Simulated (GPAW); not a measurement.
# MoS2 (R3m): refractive index against wavelength

The refractive index of MoS2 (R3m) along x below the direct gap (1.69 eV on the mesh) is read from one computed spectrum, n = √(Re ε). x, y and z are the Cartesian axes of the input cell.

Symmetry: R3m, No. 160, trigonal system. The conventional cell has a = 3.160 Å, b = 3.160 Å, c = 18.450 Å, α = 90.00°, β = 90.00°, γ = 120.00°. Around Mo on site a lie 6 S at 2.39 Å. S on site a has 3 Mo at 2.39 Å as nearest neighbours. S on site a has 3 Mo at 2.39 Å as nearest neighbours.

Method: GPAW 26.7.0, PBE, RPA, k-mesh 12×12×12, local fields up to 60 eV, Lorentzian half width 0.15 eV.

Launch of the response step: `OMP_NUM_THREADS=1 python df.py`. The run took 18.0 min, its band step included, on 1 thread of Arm Neoverse V1, with other jobs on the host.

```tsv
wavelength (nm)	photon energy E (eV)	n
3000	0.413	3.7221
2000	0.620	3.7578
1550	0.800	3.8033
1310	0.946	3.8524
1064	1.165	?
```

In the single-oscillator model n² − 1 = E₀E_d/(E₀² − E²), so 1/(n² − 1) = E₀/E_d − E²/(E₀E_d) is linear in E².

Working, on the rows shown:

| x = E² (eV²) | y = 1/(n² − 1) |
| --- | --- |
| 0.170801 | 0.0777966 |
| 0.384302 | 0.0762133 |
| 0.639837 | 0.0742661 |
| 0.895757 | 0.0722492 |

Means: x̄ = 0.52267, ȳ = 0.075131. Σ(x − x̄)(y − ȳ) = -0.002264, Σ(x − x̄)² = 0.2959. Slope = -0.002264 / 0.2959 = -0.007652; intercept = ȳ − slope · x̄ = 0.079131. Turned back into n, the line misses the rows shown by at most 0.00075.

**Question.** Fill in the last column of the withheld row.

**Answer.** At x = 1.3578 the line gives y = 0.06874, that is 3.9430. The run gave 3.9527, so the extrapolation is off by 0.0097, 4 % of the range in the table.

Refitted with all rows, the slope is -0.007933 and the intercept 0.079253. These give E₀ = √(intercept/−slope) = 3.16 eV and E_d = E₀/intercept = 39.9 eV; E₀ is 1.9 times the direct gap. The electronic limit at long wavelengths, without lattice vibrations, is n = √(1 + 1/intercept) = 3.690. Excitons are left out; PBE gaps are as a rule too small. The values come from a sum over the points of one k-mesh and carry its error, which grows as the direct gap shrinks. This version of GPAW has incomplete matrix elements in the optical limit, which can lower ε − 1 by up to a tenth where first-row anions or d states rule. Spin-orbit coupling is left out.

[Logs are printed without paths, hosts, clocks, repeated set-up lines and the standing remarks that a program may print on its own settings, such as how far it seeks lower states.]
